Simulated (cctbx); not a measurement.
**Lattice, Laue class and space group of a new crystal**

Cell: a = 11.3460 Å, b = 3.9570 Å, c = 14.2370 Å, α = 90.00°, β = 90.00°, γ = 90.00°. Expected content of the cell: Tm4 Eu8 S16.

The data are simulated with cctbx, not measured: Cu Kα, λ = 1.54184 Å, to d = 0.83 Å, 80 % of the full sphere, strongest reflection 5000 counts, noise from counting, a 4 % proportional error and a noise floor of 2 counts (s.d.); no absorption.

A first pass over the reflections prints:

```text
3751 reflections to d = 0.830 A
centring   violations  <I/sigma> of those
    A       1108 of  1890      6.0
    B       1094 of  1897      6.1
    C       1092 of  1871      6.0
    I       1084 of  1894      5.9
    R       1466 of  2476      6.2
    F       1647 of  2829      6.0
Laue class    unique    Rint  (classes that these axes allow; Friedel mates merged)
P -1             2252   0.052
P 1 2/m 1        1339   0.060
P 1 1 2/m        1227   0.061
P 2/m 1 1        1234   0.060
P m m m           742   0.065
space group    extra absences  I>4sigma  <I/sigma>
P 2 2 2                 0          0         -  acentric
P 2 2 21               14          0      -0.1  acentric
P 21 2 2               10          0      -0.1  acentric
P 2 21 2                3          0       0.6  acentric
P 21 21 2              13          0       0.1  acentric
P 2 21 21              17          0       0.1  acentric
P 21 2 21              24          0      -0.1  acentric
P 21 21 21             27          0       0.0  acentric
P m m 2                 0          0         -  acentric
P 2 m m                 0          0         -  acentric
P m 2 m                 0          0         -  acentric
P 21 m a               81          0      -0.1  acentric
P m 2 a                81          0      -0.1  acentric
P n m 21              108          0       0.1  acentric
P n 21 m              108          0       0.1  acentric
P n 21 a              189          0       0.0  acentric
P m m m                 0          0         -  centric
P m m a                81          0      -0.1  centric
P n m m :1            108          0       0.1  centric
P n m m :2            108          0       0.1  centric
P n m a               189          0       0.0  centric
Wilson B = 1.99 A^2   <|E^2-1|> = 0.893 (0.968 centric, 0.736 acentric)   E^2>4: 2.7 %
shell (A)         n   <I/sigma>
14.24 - 1.66    112     16.8
 1.66 - 1.32     94     13.9
 1.32 - 1.15     97     14.4
 1.15 - 1.05     88     12.2
 1.05 - 0.97     85     10.8
 0.97 - 0.91     94     10.5
 0.91 - 0.87     85      8.4
 0.87 - 0.83     87      9.5
```

**Question.** What are the lattice type, the Laue class and the likely space group?

Every centring test has many violations, so the lattice is primitive.

Rint stays low (0.052 to 0.065) up to P m m m, the highest class in these axes.

21 settings pass the absence test. The most absences obeyed, 189, belong to P n 21 a and P n m a, which absences can't tell apart.

⟨|E²−1|⟩ = 0.893 leans to a centrosymmetric structure. The Wilson B of 1.99 Å² means U ≈ 0.0252 Å².

The true group is Pnma (no. 62), Laue class mmm, centrosymmetric. The tables only narrow the choice to the tied entries; cell content, site symmetry and trial solutions must settle it.

The model was made for the exercise: a known structure type with other elements put in, its volume estimated, not relaxed; displacement parameters are assumed.

[Logs are printed without paths, hosts, clocks, repeated set-up lines and the standing remarks that a program may print on its own settings, such as how far it seeks lower states.]
